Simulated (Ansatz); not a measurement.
# Stack of 1T-TiTe2 under Ga2SSe, unshifted in a perpendicular field, part 2 of 2

Aim: how the stack of 1T-TiTe2 under Ga2SSe, unshifted screens a field along its normal, and what the field does to its bands. A positive field points along +c.

Ansatz 0.2.0; plane-wave DFT, PBE-D3(BJ), Ansatz PAW (the session's first sound run).

So far, work function, upper face (eV): step 3 (atoms held, field 0, start network, PBE D3(BJ)) 4.92; step 10 (PBE spin-orbit, other threshold) 4.90.

### 12. With spin-orbit coupling, field -0.2 V/Å

This step: plane-wave DFT, PBE, fully relativistic PAW with spin-orbit coupling (Ansatz 0.2.0).

The same in a field along the normal.

input.yaml

```yaml
crystal:
  lattice:
    - [3.6767067232, 0.0, 0.0]
    - [-1.8383533616, 3.1841214245, 0.0]
    - [0.0, 0.0, 30.0355755933]
  atoms:
    - { symbol: Te, position: [0.6666666667, 0.3333333333, 0.2996446654] }
    - { symbol: Ti, position: [0.0, 0.0, 0.3584923438] }
    - { symbol: Te, position: [0.3333333333, 0.6666666667, 0.4168835427] }
    - { symbol: Se, position: [0.3333333333, 0.6666666667, 0.5431070486] }
    - { symbol: Ga, position: [0.0, 0.0, 0.5838640183] }
    - { symbol: Ga, position: [0.0, 0.0, 0.665342082] }
    - { symbol: S, position: [0.3333333333, 0.6666666667, 0.7003553346] }
kpoints:
  mp_grid: { grid: [12, 12, 1] }
  band_path: { path: [[0, 0, 0], [0.12, 0, 0]], npoints: 24 }
hamiltonian:
  xc: pbe
  pseudopotentials: { kind: paw_fr }
magnetization:
  noncollinear: true
  spin_orbit: true
scf:
  occupations: { method: fermi_dirac, width: 0.02585 }
  convergence: { dr2_threshold: 1.0e-09 }
efield:
  axis: 3
  dipole_correction: true
  ramp_position: 0.9584
  ramp_width: 0.0722
  amplitude: -0.2
output:
  write_potential: true
  write_density: true
  volumetric_format: npy
```

The run is started by

```bash
$ ansatz run input.yaml --threads 4 --pin off --max-ram 6144MiB --backend cpu --events-out ev --progress --plain --runs-dir out
```

It took 2.5 min on 4 threads of Intel Xeon Platinum 8488C (Sapphire Rapids), shared host; peak memory 3.8 GiB.

This step gave:

```yaml
energy_at_zero_smearing: -30407.0807 eV
dipole_along_the_normal: -0.1770 e·Å
```

The dipole is -0.177 e·Å.

### 13. Spin splitting near the zone centre, field -0.2 V/Å

This step: plane-wave DFT, PBE, fully relativistic PAW with spin-orbit coupling; spin splitting near the zone centre (Ansatz 0.2.0).

This step gave:

```yaml
largest_split_over_2k_that_stays_linear_in_k: 0.4713 eV Å
```

### 14. Varying the input

This step: plane-wave DFT, PBE-D3(BJ), Ansatz PAW (Ansatz 0.2.0).

A run with a changed input: it repeats the earlier run at 0.1 V/Å with scf.mixing.preconditioner to ldos, scf.occupations.method from fermi_dirac to methfessel_paxton, scf.occupations.width from 0.02585 to 0.01 and scf.convergence.dr2_threshold from 1e-10 to 1e-11.

input.yaml, the sections that differ from step 12:

```yaml
kpoints:
  mp_grid: { grid: [12, 12, 1] }
  band_path:
    path: [[0, 0, 0], [0.5, 0, 0], [0.33333333, 0.33333333, 0], [0, 0, 0]]
    npoints: 16
hamiltonian:
  xc: pbe
  dispersion: d3bj
scf:
  occupations: { method: methfessel_paxton, width: 0.01 }
  convergence: { dr2_threshold: 1.0e-11 }
  mixing: { preconditioner: ldos }
efield:
  axis: 3
  dipole_correction: true
  ramp_position: 0.9584
  ramp_width: 0.0722
  amplitude: 0.1
# crystal, output: as in step 12
# magnetization: removed
```

Run time: 28 s. Hardware: 4 threads; peak memory 1.1 GiB.

Numbers from this step:

```
dipole along the normal : 0.07720 e·Å
```

The electronic bands at the labelled points (eV, zero at the Fermi level):

| point | band 43 | band 44 | band 45 | band 46 | band 47 | band 48 | band 49 | band 50 |
| --- | --- | --- | --- | --- | --- | --- | --- | --- |
| Γ | -1.24 | -1.00 | 0.48 | 0.53 | 0.53 | 1.26 | 1.39 | 1.39 |
| halfway | -1.43 | -1.36 | -0.92 | -0.33 | 0.19 | 1.39 | 1.60 | 1.89 |
| M | -2.26 | -1.74 | -1.69 | -0.51 | -0.16 | 1.25 | 1.39 | 1.52 |
| halfway | -2.39 | -2.21 | -1.91 | -1.76 | 0.66 | 1.44 | 1.58 | 1.77 |
| K | -2.72 | -2.56 | -1.97 | -1.82 | 1.26 | 1.27 | 1.30 | 1.55 |
| halfway | -1.59 | -1.57 | -1.28 | -0.86 | 0.63 | 1.19 | 1.61 | 2.25 |
| Γ | -1.24 | -1.00 | 0.48 | 0.53 | 0.53 | 1.26 | 1.39 | 1.39 |

| quantity | this run | earlier run | difference |
| --- | --- | --- | --- |
| dipole along the normal (e·Å) | 0.07720 | 0.07717 | 2.9e-5 |

The dipole moves by under 0.5 % or 5e-5 e·Å. The run took 18 SCF cycles against 15.

Of the bands kept, 3 cross the Fermi level on this path.

### 15. Varying the input

Another changed input: it repeats the earlier run at 0.1 V/Å with scf.mixing.algorithm to broyden, scf.mixing.beta to 0.1 and scf.mixing.ndim to 16.

Changes to input.yaml since step 14:

```diff
@@ -22,5 +22,5 @@
 scf:
-  occupations: { method: methfessel_paxton, width: 0.01 }
-  convergence: { dr2_threshold: 1.0e-11 }
-  mixing: { preconditioner: ldos }
+  occupations: { method: fermi_dirac, width: 0.02585 }
+  convergence: { dr2_threshold: 1.0e-10 }
+  mixing: { algorithm: broyden, beta: 0.1, ndim: 16 }
 efield:
```

Wall time 31 s (4 threads); peak memory 1.1 GiB.

Numbers from this step:

| Quantity | Value |
| --- | --- |
| energy at zero smearing | -30403.4117 eV |
| dipole along the normal | 0.07717 e·Å |

The electronic bands at the labelled points (eV, zero at the Fermi level):

| point | band 43 | band 44 | band 45 | band 46 | band 47 | band 48 | band 49 | band 50 |
| --- | --- | --- | --- | --- | --- | --- | --- | --- |
| Γ | -1.26 | -1.02 | 0.46 | 0.51 | 0.51 | 1.24 | 1.37 | 1.37 |
| halfway | -1.45 | -1.38 | -0.94 | -0.35 | 0.17 | 1.37 | 1.57 | 1.87 |
| M | -2.28 | -1.76 | -1.71 | -0.53 | -0.18 | 1.23 | 1.36 | 1.49 |
| halfway | -2.41 | -2.23 | -1.93 | -1.78 | 0.64 | 1.41 | 1.56 | 1.74 |
| K | -2.74 | -2.58 | -2.00 | -1.84 | 1.24 | 1.25 | 1.28 | 1.53 |
| halfway | -1.62 | -1.59 | -1.30 | -0.88 | 0.61 | 1.17 | 1.58 | 2.23 |
| Γ | -1.26 | -1.02 | 0.46 | 0.51 | 0.51 | 1.24 | 1.37 | 1.37 |

| quantity | this run | earlier run | difference |
| --- | --- | --- | --- |
| dipole along the normal (e·Å) | 0.07717 | 0.07717 | 5.2e-6 |

The dipole moves by under 0.5 % or 5e-5 e·Å. The run took 20 SCF cycles against 15.

Of the bands kept, 3 cross the Fermi level on this path.

### 16. Summary of results

| Quantity | Value |
| --- | --- |
| gap without field | none |
| work function, upper face | 4.92 eV |
| step between the vacuum levels | 0.117 eV |
| equivalent conductor thickness, atoms held | 13.1 Å |
| largest split over 2k that stays linear in k at 0 V/Å | 0.563 eV Å |
| largest split over 2k that stays linear in k at -0.2 V/Å | 0.471 eV Å |

The induced dipole equals that of a perfect conductor 13.09 Å thick, while the outer atoms lie 12.04 Å apart. The two faces differ: the vacuum level above lies 0.12 eV higher than the one below. There is no gap over 0.03 eV, with or without the field. The main runs have no spin polarisation; a magnetic state could lie lower and would change these results. The field series itself is without spin-orbit coupling.

[Logs are printed without paths, hosts, clocks, repeated set-up lines and the standing remarks that a program may print on its own settings, such as how far it seeks lower states.]

[Hosts, paths, dates, database ids (printed as entryN), source tags and the programs' standing remarks are cut or masked in the printed files.]

[Maps of the electrostatic potential energy from Ansatz leave out the sawtooth potential of an applied field or a dipole correction, so their vacuum need not be flat; planar profiles and work functions include it.]
